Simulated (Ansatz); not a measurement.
System: SnWO4 (Pnna).

```cif
data_structure
_symmetry_space_group_name_H-M 'P 1'
_symmetry_Int_Tables_number 1
_cell_length_a 5.6270
_cell_length_b 11.6486
_cell_length_c 4.9973
_cell_angle_alpha 90.000
_cell_angle_beta 90.000
_cell_angle_gamma 90.000
_cell_volume 327.56
loop_
_atom_site_label
_atom_site_type_symbol
_atom_site_fract_x
_atom_site_fract_y
_atom_site_fract_z
_atom_site_occupancy
Sn1 Sn 0.25000 0.00000 0.21960 1
Sn2 Sn 0.25000 0.50000 0.28040 1
Sn3 Sn 0.75000 0.00000 0.78040 1
Sn4 Sn 0.75000 0.50000 0.71960 1
W5 W 0.66770 0.25000 0.25000 1
W6 W 0.83230 0.75000 0.25000 1
W7 W 0.33230 0.75000 0.75000 1
W8 W 0.16770 0.25000 0.75000 1
O9 O 0.37650 0.29870 0.99880 1
O10 O 0.12350 0.70130 0.99880 1
O11 O 0.37650 0.20130 0.50120 1
O12 O 0.12350 0.79870 0.50120 1
O13 O 0.62350 0.70130 0.00120 1
O14 O 0.87650 0.29870 0.00120 1
O15 O 0.62350 0.79870 0.49880 1
O16 O 0.87650 0.20130 0.49880 1
O17 O 0.10190 0.39610 0.60370 1
O18 O 0.39810 0.60390 0.60370 1
O19 O 0.10190 0.10390 0.89630 1
O20 O 0.39810 0.89610 0.89630 1
O21 O 0.89810 0.60390 0.39630 1
O22 O 0.60190 0.39610 0.39630 1
O23 O 0.89810 0.89610 0.10370 1
O24 O 0.60190 0.10390 0.10370 1
```

The cell and positions come from the Crystallography Open Database and are kept as given unless a step says otherwise. Spin-orbit coupling is left out unless a run names it.

Gaps computed with Ansatz 0.2.0 without a self-energy: LDA 1.35 eV, LDA+SOC 1.32 eV and HSE06+SOC 2.04 eV.

**Question.** What gap should G0W0 on LDA give (4×2×4 mesh, 1505 empty bands, screening to 160 eV, hard PAW files)?

About 2.49 eV: on its mesh the run moves the gap from 1.36 eV by +1.14 eV. Spin-orbit coupling is not in that value; its −0.03 eV at the LDA level would bring it to about 2.46 eV. Bands and cutoff are finite, so the gap is not at the basis limit. The miss can reach some tenths of an eV and take either sign; the mesh is an error of its own. The many-body steps are scalar-relativistic: spin-orbit coupling is not in them.

[Paths, hosts, dates, memory and timing lines, banners, echoed tables and standing remarks are left out of the program output.]

[Logs are printed without paths, hosts, clocks, repeated set-up lines and the standing remarks that a program may print on its own settings, such as how far it seeks lower states.]

[Runs of the session that timed out or met a known fault of the program may be left out.]

[Cells called generated may have been cut or substituted from an entry of the Crystallography Open Database or the Materials Project.]

[Hosts, paths, dates, database ids (printed as entryN), source tags and the programs' standing remarks are cut or masked in the printed files.]
